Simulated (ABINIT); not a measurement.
# Quasiparticle gap of KZnF3 (Pm-3m) in ABINIT, part 2 of 3

Wanted: ground state, empty states, screening and self-energy for KZnF3 (Pm-3m).

ABINIT 10.8.3; LDA and many-body steps on it, plane waves. Known limits of the many-body steps: short of the basis limit; d shell near the gap, gap tends to lie low; coarse k mesh.

So far. Step 2 (Ground state): The gap is indirect, with the least direct gap 1.70 eV higher.

**3. Bands along the symmetry lines**

Level of this step: DFT, LDA, plane waves, norm-conserving pseudopotentials (ABINIT).

Levels along a band path, at the cheap level, show where the edges lie and whether the meshes to come will hold them.

Input file run.abi:

```
acell 3*1.0 Angstrom
rprim 
  4.050000000000 0.000000000000 0.000000000000
  0.000000000000 4.050000000000 0.000000000000
  0.000000000000 0.000000000000 4.050000000000
ntypat 3
znucl 19 30 9
natom 5
typat 1 2 3 3 3
xred 
  0.000000000000 0.000000000000 0.000000000000
  0.500000000000 0.500000000000 0.500000000000
  0.500000000000 0.500000000000 0.000000000000
  0.000000000000 0.500000000000 0.500000000000
  0.500000000000 0.000000000000 0.500000000000
pp_dirpath "pseudos"
pseudos "K.upf, Zn.upf, F.upf"
ecut 36
iscf -2
irdden 1
kptopt 0
nkpt 50
kpt 
  0.00000000 0.00000000 0.00000000
  0.00000000 0.06250000 0.00000000
  0.00000000 0.12500000 0.00000000
  0.00000000 0.18750000 0.00000000
  0.00000000 0.25000000 0.00000000
  0.00000000 0.31250000 0.00000000
  0.00000000 0.37500000 0.00000000
  0.00000000 0.43750000 0.00000000
  0.00000000 0.50000000 0.00000000
  0.06250000 0.50000000 0.00000000
  0.12500000 0.50000000 0.00000000
  0.18750000 0.50000000 0.00000000
  0.25000000 0.50000000 0.00000000
  0.31250000 0.50000000 0.00000000
  0.37500000 0.50000000 0.00000000
  0.43750000 0.50000000 0.00000000
  0.50000000 0.50000000 0.00000000
  0.43750000 0.43750000 0.00000000
  0.37500000 0.37500000 0.00000000
  0.31250000 0.31250000 0.00000000
  0.25000000 0.25000000 0.00000000
  0.18750000 0.18750000 0.00000000
  0.12500000 0.12500000 0.00000000
  0.06250000 0.06250000 0.00000000
  0.00000000 0.00000000 0.00000000
  0.06250000 0.06250000 0.06250000
  0.12500000 0.12500000 0.12500000
  0.18750000 0.18750000 0.18750000
  0.25000000 0.25000000 0.25000000
  0.31250000 0.31250000 0.31250000
  0.37500000 0.37500000 0.37500000
  0.43750000 0.43750000 0.43750000
  0.50000000 0.50000000 0.50000000
  0.43750000 0.50000000 0.43750000
  0.37500000 0.50000000 0.37500000
  0.31250000 0.50000000 0.31250000
  0.25000000 0.50000000 0.25000000
  0.18750000 0.50000000 0.18750000
  0.12500000 0.50000000 0.12500000
  0.06250000 0.50000000 0.06250000
  0.00000000 0.50000000 0.00000000
  0.50000000 0.50000000 0.50000000
  0.50000000 0.50000000 0.43750000
  0.50000000 0.50000000 0.37500000
  0.50000000 0.50000000 0.31250000
  0.50000000 0.50000000 0.25000000
  0.50000000 0.50000000 0.18750000
  0.50000000 0.50000000 0.12500000
  0.50000000 0.50000000 0.06250000
  0.50000000 0.50000000 0.00000000
istwfk *1
nband 32
nbdbuf 2
tolwfr 1e-08
nstep 40
prtwf 0
prtvol 0
indata_prefix "in"
outdata_prefix "out"
tmpdata_prefix "tmp"
```

The run is started by

```bash
> OMP_NUM_THREADS=1 mpirun -n 4 abinit run.abi > log
```

What it wrote:

```text
.Version 10.8.3 of ABINIT. v10.8.2 released Aug 2026.

 Symmetries : space group Pm -3 m (#221); Bravais cP (primitive cubic)
[... echo of the input left out ...]
== DATASET  1 ==================================================================
-   mpi_nproc: 4, omp_nthreads: 1 (-1 if OMP is not activated)

--- !DatasetInfo
iteration_state: {dtset: 1, }
dimensions: {natom: 5, nkpt: 50, mband: 32, nsppol: 1, nspinor: 1, nspden: 1, mpw: 4680, }
cutoff_energies: {ecut:  36.0, pawecutdg:  -1.0, }
electrons: {nelect:   5.00000000E+01, charge:   0.00000000E+00, occopt:   1.00000000E+00, tsmear:   1.00000000E-02, }

 Real(R)+Recip(G) space primitive vectors, cartesian coordinates (Bohr,Bohr^-1):
 R(1)=  7.6533908  0.0000000  0.0000000  G(1)=  0.1306610  0.0000000  0.0000000
 R(2)=  0.0000000  7.6533908  0.0000000  G(2)=  0.0000000  0.1306610  0.0000000
 R(3)=  0.0000000  0.0000000  7.6533908  G(3)=  0.0000000  0.0000000  0.1306610
 Unit cell volume ucvol=  4.4829270E+02 bohr^3
 Angles (23,13,12)=  9.00000000E+01  9.00000000E+01  9.00000000E+01 degrees

 getcut: wavevector=  0.0000  0.0000  0.0000  ngfft=  45  45  45
         ecut(hartree)=     36.000   => boxcut(ratio)=   2.12854

--- Pseudopotential description ------------------------------------------------
- K Generated using ONCVPSP code by D. R. Hamann
- 19.00000   9.00000  180309                  znucl, zion, pspdat
12 -1012 2 -1 2170                            pspcod,pspxc,lmax,lloc,mmax
     nproj     2     2     2
  pspatm : epsatm=    8.21740868
         --- l  ekb(1:nproj) -->
             0   10.940065    0.829722
             1    4.437415    0.568178
             2   -3.386874   -1.066382
 pspatm: atomic psp has been read  and splines computed

- Zn Generated using ONCVPSP code by D. R. Hamann
- 30.00000  20.00000  180309                  znucl, zion, pspdat
12 -1012 2 -1 1296                            pspcod,pspxc,lmax,lloc,mmax
     nproj     2     2     2
  pspatm : epsatm=   26.73031766
         --- l  ekb(1:nproj) -->
[...]
pspatm: atomic psp has been read  and splines computed

- F Generated using ONCVPSP code by D. R. Hamann
-  9.00000   7.00000  201202                  znucl, zion, pspdat
12 -1012 2 -1 824                             pspcod,pspxc,lmax,lloc,mmax
     nproj     2     2     1
  pspatm : epsatm=    4.94580260
         --- l  ekb(1:nproj) -->
[...]
2   -2.364936
 pspatm: atomic psp has been read  and splines computed

--------------------------------------------------------------------------------

================================================================================
 prteigrs : about to open file out_EIG
 Non-SCF case, kpt    1 (  0.00000  0.00000  0.00000), residuals and eigenvalues=
  2.14E-09  3.57E-09  5.53E-09  7.03E-09  9.67E-09  7.64E-09  1.85E-09  4.55E-09
[...]
Non-SCF case, kpt   49 (  0.50000  0.50000  0.06250), residuals and eigenvalues=
[...]
4.8280E-01  4.8293E-01
 Non-SCF case, kpt   50 (  0.50000  0.50000  0.00000), residuals and eigenvalues=
[...]
-2.2606E-02 -2.2606E-02 -1.7788E-02 -4.7223E-03 -4.7223E-03  9.1371E-03
  5.7907E-02  3.5169E-01  4.2658E-01  4.2658E-01  4.2727E-01  4.7872E-01
  4.7873E-01  4.8613E-01

--- !ResultsGS
iteration_state: {dtset: 1, }
comment   : Summary of ground state results
lattice_vectors:
- [  7.6533908,   0.0000000,   0.0000000, ]
- [  0.0000000,   7.6533908,   0.0000000, ]
- [  0.0000000,   0.0000000,   7.6533908, ]
lattice_lengths: [   7.65339,    7.65339,    7.65339, ]
lattice_angles: [ 90.000,  90.000,  90.000, ] # degrees, (23, 13, 12)
lattice_volume:   4.4829270E+02
convergence: {deltae:  0.000E+00, res2:  0.000E+00, residm:  9.994E-09, diffor:  0.000E+00, }
etotal    :  -3.12792339E+02
entropy   :   0.00000000E+00
fermie    :   5.79883345E-02
cartesian_stress_tensor: null
pressure_GPa: null
xred      :
- [  0.0000E+00,   0.0000E+00,   0.0000E+00,  K]
- [  5.0000E-01,   5.0000E-01,   5.0000E-01, Zn]
- [  5.0000E-01,   5.0000E-01,   0.0000E+00,  F]
- [  0.0000E+00,   5.0000E-01,   5.0000E-01,  F]
- [  5.0000E-01,   0.0000E+00,   5.0000E-01,  F]
cartesian_forces: null
force_length_stats: {min: null, max: null, mean: null, }

 Integrated electronic density in atomic spheres:
 ------------------------------------------------
 Atom  Sphere_radius  Integrated_density
[...]
================================================================================

 ----iterations are completed or convergence reached----

 Mean square residual over all n,k,spin=   53.423E-10; max=  99.936E-10
 reduced coordinates (array xred) for    5 atoms
[...]
0.000000      0.500000      0.500000
       0.500000      0.000000      0.500000

 cartesian coordinates (angstrom) at end:
    1      0.000000     0.000000     0.000000
    2      2.025000     2.025000     2.025000
    3      2.025000     2.025000     0.000000
    4      0.000000     2.025000     2.025000
    5      2.025000     0.000000     2.025000
 length scales=  1.889726  1.889726  1.889726 bohr
              =  1.000000  1.000000  1.000000 angstroms
 prteigrs : about to open file out_EIG
 Eigenvalues (hartree) for nkpt=  50  k points:
 kpt#   1, nband= 32, wtk=  1.00000, kpt=  0.0000  0.0000  0.0000 (reduced coord)
[...]
kpt#   2, nband= 32, wtk=  1.00000, kpt=  0.0000  0.0625  0.0000 (reduced coord)
[...]
kpt#   3, nband= 32, wtk=  1.00000, kpt=  0.0000  0.1250  0.0000 (reduced coord)
[...]
kpt#  49, nband= 32, wtk=  1.00000, kpt=  0.5000  0.5000  0.0625 (reduced coord)
[...]
kpt#  50, nband= 32, wtk=  1.00000, kpt=  0.5000  0.5000  0.0000 (reduced coord)
[...]
-0.07461   -0.03679   -0.02261   -0.02261   -0.01779   -0.00472   -0.00472    0.00914
   0.05791    0.35169    0.42658    0.42658    0.42727    0.47872    0.47873    0.48613

== END DATASET(S) ==============================================================
================================================================================

 -outvars: echo values of variables after computation  --------
            nband          32
             nkpt          50
          spgroup         221
 [... the other variables as echoed above ...]

 Calculation completed.
```

Run time: 45 s. Hardware: 4 MPI ranks of Arm Neoverse V2, shared host; peak memory 0.37 GiB.

This step gave:

- gap: 3.736 eV
- k of the valence top: 0.5, 0.5, 0.5
- k of the conduction bottom: 0, 0, 0
- least direct gap: 5.433 eV

The gap is 3.736 eV, as in the run before at this level.

Electronic bands along the path, in eV, zero at the top of the highest filled band:

```csv
point,band 22,band 23,band 24,band 25,band 26,band 27,band 28,band 29
Γ,-1.90,-1.70,-1.70,-1.70,3.74,8.63,8.63,9.20
halfway,-1.87,-1.77,-1.67,-1.67,4.87,8.83,9.10,9.97
X,-1.88,-1.63,-1.60,-1.60,6.52,8.18,9.61,11.07
halfway,-1.79,-1.66,-1.51,-0.64,7.09,8.79,10.10,10.63
M,-1.71,-1.71,-1.33,0.00,7.99,10.03,10.03,10.05
halfway,-1.79,-1.72,-1.70,-0.99,5.71,9.27,9.63,10.21
Γ,-1.90,-1.70,-1.70,-1.70,3.74,8.63,8.63,9.20
halfway,-1.89,-1.61,-1.03,-1.03,6.33,9.71,9.71,10.31
R,-1.31,-1.31,0.00,0.00,8.37,8.37,8.37,10.13
halfway,-1.60,-1.47,-1.10,-0.51,7.46,8.92,9.76,10.64
X,-1.88,-1.63,-1.60,-1.60,6.52,8.18,9.61,11.07
jump to R,-1.31,-1.31,0.00,0.00,8.37,8.37,8.37,10.13
halfway,-1.56,-1.32,-0.95,0.00,8.15,9.02,9.02,10.76
M,-1.71,-1.71,-1.33,0.00,7.99,10.03,10.03,10.05
```

**4. Empty states on the mesh, 2×2×2 mesh, 56 bands**

The sums over transitions need many empty states on a uniform mesh; this step solves for them.

Input file run.abi:

```
acell 3*1.0 Angstrom
rprim 
  4.050000000000 0.000000000000 0.000000000000
  0.000000000000 4.050000000000 0.000000000000
  0.000000000000 0.000000000000 4.050000000000
ntypat 3
znucl 19 30 9
natom 5
typat 1 2 3 3 3
xred 
  0.000000000000 0.000000000000 0.000000000000
  0.500000000000 0.500000000000 0.500000000000
  0.500000000000 0.500000000000 0.000000000000
  0.000000000000 0.500000000000 0.500000000000
  0.500000000000 0.000000000000 0.500000000000
pp_dirpath "pseudos"
pseudos "K.upf, Zn.upf, F.upf"
ecut 36
ngkpt 2 2 2
nshiftk 1
shiftk 0 0 0
kptopt 1
chksymbreak 0
iscf -2
irdden 1
istwfk *1
nband 56
nbdbuf 4
tolwfr 1e-09
nstep 60
prtvol 0
indata_prefix "in"
outdata_prefix "out"
tmpdata_prefix "tmp"
```

What it wrote:

```text
.Version 10.8.3 of ABINIT. v10.8.2 released Aug 2026.

 Symmetries : space group Pm -3 m (#221); Bravais cP (primitive cubic)
[... echo of the input left out ...]
== DATASET  1 ==================================================================
-   mpi_nproc: 4, omp_nthreads: 1 (-1 if OMP is not activated)

--- !DatasetInfo
iteration_state: {dtset: 1, }
dimensions: {natom: 5, nkpt: 4, mband: 56, nsppol: 1, nspinor: 1, nspden: 1, mpw: 4680, }
cutoff_energies: {ecut:  36.0, pawecutdg:  -1.0, }
electrons: {nelect:   5.00000000E+01, charge:   0.00000000E+00, occopt:   1.00000000E+00, tsmear:   1.00000000E-02, }

 Real(R)+Recip(G) space primitive vectors, cartesian coordinates (Bohr,Bohr^-1):
 R(1)=  7.6533908  0.0000000  0.0000000  G(1)=  0.1306610  0.0000000  0.0000000
 R(2)=  0.0000000  7.6533908  0.0000000  G(2)=  0.0000000  0.1306610  0.0000000
 R(3)=  0.0000000  0.0000000  7.6533908  G(3)=  0.0000000  0.0000000  0.1306610
 Unit cell volume ucvol=  4.4829270E+02 bohr^3
 Angles (23,13,12)=  9.00000000E+01  9.00000000E+01  9.00000000E+01 degrees

 getcut: wavevector=  0.0000  0.0000  0.0000  ngfft=  45  45  45
         ecut(hartree)=     36.000   => boxcut(ratio)=   2.12854

--- Pseudopotential description ------------------------------------------------
- K Generated using ONCVPSP code by D. R. Hamann
- 19.00000   9.00000  180309                  znucl, zion, pspdat
12 -1012 2 -1 2170                            pspcod,pspxc,lmax,lloc,mmax
     nproj     2     2     2
  pspatm : epsatm=    8.21740868
         --- l  ekb(1:nproj) -->
             0   10.940065    0.829722
             1    4.437415    0.568178
             2   -3.386874   -1.066382
 pspatm: atomic psp has been read  and splines computed

- Zn Generated using ONCVPSP code by D. R. Hamann
- 30.00000  20.00000  180309                  znucl, zion, pspdat
12 -1012 2 -1 1296                            pspcod,pspxc,lmax,lloc,mmax
     nproj     2     2     2
  pspatm : epsatm=   26.73031766
         --- l  ekb(1:nproj) -->
[...]
pspatm: atomic psp has been read  and splines computed

- F Generated using ONCVPSP code by D. R. Hamann
-  9.00000   7.00000  201202                  znucl, zion, pspdat
12 -1012 2 -1 824                             pspcod,pspxc,lmax,lloc,mmax
     nproj     2     2     1
  pspatm : epsatm=    4.94580260
         --- l  ekb(1:nproj) -->
[...]
2   -2.364936
 pspatm: atomic psp has been read  and splines computed

--------------------------------------------------------------------------------

================================================================================
 prteigrs : about to open file out_EIG
 Non-SCF case, kpt    1 (  0.00000  0.00000  0.00000), residuals and eigenvalues=
  3.53E-10  3.86E-10  3.61E-10  3.98E-10  1.14E-10  2.33E-10  1.21E-10  6.58E-10
  1.72E-10  7.03E-10  7.82E-10  1.49E-10  3.97E-10  7.49E-10  3.10E-10  5.37E-10
  9.36E-10  4.20E-10  4.41E-10  1.98E-10  2.23E-10  2.95E-10  3.90E-10  6.63E-10
[...]
-4.4103E+00 -2.7429E+00 -2.7429E+00 -2.7429E+00 -9.1364E-01 -7.1437E-01
 -6.8987E-01 -6.8987E-01 -3.1435E-01 -3.1435E-01 -3.1435E-01 -9.1184E-02
 -9.1184E-02 -9.1184E-02 -7.2252E-02 -7.2252E-02 -7.2252E-02 -5.9117E-02
[...]
8.5031E-01  8.8546E-01  8.8546E-01  8.8546E-01  9.4014E-01  1.1155E+00
  1.1155E+00  1.1155E+00  1.1177E+00  1.1177E+00  1.1177E+00  1.1793E+00
  1.1793E+00  1.2689E+00
 prteigrs : prtvol=0 or 1, do not print more k-points.

--- !ResultsGS
iteration_state: {dtset: 1, }
comment   : Summary of ground state results
lattice_vectors:
- [  7.6533908,   0.0000000,   0.0000000, ]
- [  0.0000000,   7.6533908,   0.0000000, ]
- [  0.0000000,   0.0000000,   7.6533908, ]
lattice_lengths: [   7.65339,    7.65339,    7.65339, ]
lattice_angles: [ 90.000,  90.000,  90.000, ] # degrees, (23, 13, 12)
lattice_volume:   4.4829270E+02
convergence: {deltae:  0.000E+00, res2:  0.000E+00, residm:  9.913E-10, diffor:  0.000E+00, }
etotal    :  -3.12792339E+02
entropy   :   0.00000000E+00
fermie    :   5.79883345E-02
cartesian_stress_tensor: null
pressure_GPa: null
xred      :
- [  0.0000E+00,   0.0000E+00,   0.0000E+00,  K]
- [  5.0000E-01,   5.0000E-01,   5.0000E-01, Zn]
- [  5.0000E-01,   5.0000E-01,   0.0000E+00,  F]
- [  0.0000E+00,   5.0000E-01,   5.0000E-01,  F]
- [  5.0000E-01,   0.0000E+00,   5.0000E-01,  F]
cartesian_forces: null
force_length_stats: {min: null, max: null, mean: null, }

 Integrated electronic density in atomic spheres:
 ------------------------------------------------
 Atom  Sphere_radius  Integrated_density
[...]
================================================================================

 ----iterations are completed or convergence reached----

 Mean square residual over all n,k,spin=   43.348E-11; max=  99.129E-11
 reduced coordinates (array xred) for    5 atoms
[...]
0.000000      0.500000      0.500000
       0.500000      0.000000      0.500000

 cartesian coordinates (angstrom) at end:
    1      0.000000     0.000000     0.000000
    2      2.025000     2.025000     2.025000
    3      2.025000     2.025000     0.000000
    4      0.000000     2.025000     2.025000
    5      2.025000     0.000000     2.025000
 length scales=  1.889726  1.889726  1.889726 bohr
              =  1.000000  1.000000  1.000000 angstroms
 prteigrs : about to open file out_EIG
 Eigenvalues (hartree) for nkpt=   4  k points:
 kpt#   1, nband= 56, wtk=  0.12500, kpt=  0.0000  0.0000  0.0000 (reduced coord)
[...]
0.85031    0.85031    0.85031    0.88546    0.88546    0.88546    0.94014    1.11554
   1.11554    1.11554    1.11770    1.11770    1.11770    1.17929    1.17929    1.26893
 prteigrs : prtvol=0 or 1, do not print more k-points.

== END DATASET(S) ==============================================================
================================================================================

 -outvars: echo values of variables after computation  --------
            nband          56
             nkpt           4
          spgroup         221
 [... the other variables as echoed above ...]

 Calculation completed.
```

Wall time 10 s (4 MPI ranks); peak memory 0.28 GiB; 40 s of CPU time.

Numbers from this step:

* gap: 3.736 eV
* k of the valence top: 0.5, 0.5, 0.5
* k of the conduction bottom: 0, 0, 0
* least direct gap: 5.433 eV
* k points computed: 4
* lowest point of the top converged band, above the valence top: 28.69 eV

On this mesh the gap is 3.736 eV.

**5. Screening, 2×2×2 mesh, 52 bands, screening to 87.1 eV**

The RPA dielectric matrix is built and inverted for each q.

This step: RPA screening on LDA, plane waves, norm-conserving pseudopotentials.

run.abi: that of step 4 with these lines changed.

```diff
@@ -23,10 +23,11 @@
 chksymbreak 0
-iscf -2
-irdden 1
 istwfk *1
-nband 56
-nbdbuf 4
-tolwfr 1e-09
-nstep 60
-prtvol 0
+occopt 1
+irdwfk 1
+optdriver 3
+nband 52
+ecuteps 3.2
+inclvkb 2
+awtr 1
+symchi 1
 indata_prefix "in"
```

What it wrote:

```text
.Version 10.8.3 of ABINIT. v10.8.2 released Aug 2026.

 Symmetries : space group Pm -3 m (#221); Bravais cP (primitive cubic)
[... echo of the input left out ...]
== DATASET  1 ==================================================================
-   mpi_nproc: 4, omp_nthreads: 1 (-1 if OMP is not activated)

--- !DatasetInfo
iteration_state: {dtset: 1, }
dimensions: {natom: 5, nkpt: 4, mband: 52, nsppol: 1, nspinor: 1, nspden: 1, mpw: 4680, }
cutoff_energies: {ecut:  36.0, pawecutdg:  -1.0, }
electrons: {nelect:   5.00000000E+01, charge:   0.00000000E+00, occopt:   1.00000000E+00, tsmear:   1.00000000E-02, }

 SCREENING: Calculation of the susceptibility and dielectric matrices

 Based on a program developped by R.W. Godby, V. Olevano, G. Onida, and L. Reining.
 Incorporated in ABINIT by V. Olevano, G.-M. Rignanese, and M. Torrent.
.Using double precision arithmetic ; gwpc =  8

[... cell and pseudopotentials left out ...]
--------------------------------------------------------------------------------

 ==== K-mesh for the wavefunctions ====
 Number of points in the irreducible wedge :     4
[... list of points left out ...]
 Together with 48 symmetry operations and time-reversal symmetry
 yields     8 points in the full Brillouin Zone.

 ==== Q-mesh for the screening function ====
 Number of points in the irreducible wedge :     4
[... list of points left out ...]
 Together with 48 symmetry operations and time-reversal symmetry
 yields     8 points in the full Brillouin Zone.

 setmesh: FFT mesh size selected  =    27x   27x   27
          total number of points  =        19683

 vcoul_init : cutoff-mode = AUXILIARY_FUNCTION
 q-points for optical limit:   1
     1)      0.000010    0.000020    0.000030

- screening: taking advantage of time-reversal symmetry
- Maximum band index for partially occupied states nbvw = 25
- Remaining bands to be divided among processors   nbcw = 27
- Number of bands treated by each node ~6

 Number of electrons calculated from density =   50.0000; Expected =   50.0000
 average of density, n =  0.111534
 r_s =    1.2887
 omega_plasma =   32.2151 [eV]

 calculating chi0 at frequencies [eV] :
  1    0.000000E+00    0.000000E+00
  2    0.000000E+00    3.221512E+01

--------------------------------------------------------------------------------
  q-point number  1        q = ( 0.000000, 0.000000, 0.000000) [r.l.u.]
--------------------------------------------------------------------------------
[... chi0 elements left out ...]
 For q-point:  0.000010 0.000020 0.000030
  dielectric constant =   2.3415
  dielectric constant without local fields =   2.4518

  Average fulfillment of the sum rule on Im[epsilon] for q-point    1 :     18.71  [%]
[... wings left out ...]
  q-point number  2        q = ( 0.500000, 0.000000, 0.000000) [r.l.u.]
--------------------------------------------------------------------------------
[... chi0 elements left out ...]
  Average fulfillment of the sum rule on Im[epsilon] for q-point    2 :     25.17  [%]

 [... 2 further q-points ...]
```

Elapsed: 5.2 s, on 4 MPI ranks; peak memory 0.55 GiB.

Read from the output:

```yaml
eps_infinity_with_local_fields_on_this_mesh: 2.341
eps_infinity_without_local_fields_on_this_mesh: 2.452
plasma_frequency: 32.22 eV
plane_waves_in_the_screening_matrix: 123
```

Local fields lower ε∞ by 4 %. On a Γ-centred mesh this coarse the value itself is usually too large, while a short band sum pulls it down.

[end of part 2 of 3]

[Long decimals in the printed logs are rounded to 6 places.]

[Logs are printed without paths, hosts, clocks, repeated set-up lines and the standing remarks that a program may print on its own settings, such as how far it seeks lower states.]

[Paths, hosts, dates, memory and timing lines, banners, echoed tables and standing remarks are left out of the program output; an Ansatz launch command may be rebuilt from the run's recorded settings. Measured values are a selection of at most five: reports struck by readers or far from the other reports are left out. None is set beside runs whose start may be inverted or whose files or cutoffs have a known fault.]

[Runs of the session that timed out or met a known fault of the program may be left out.]

[Hosts, paths, dates, database ids (printed as entryN), source tags and the programs' standing remarks are cut or masked in the printed files.]

[G0W0 gaps are taken among the corrected bands and points alone; a level outside them can change the order at an edge.]

[Where Ansatz stands beside ABINIT at settings called matched, ABINIT's density can come from a denser mesh and the files from another edition; pairs whose starting gaps differed by over 0.03 eV were left out, so agreement reads better than it is.]
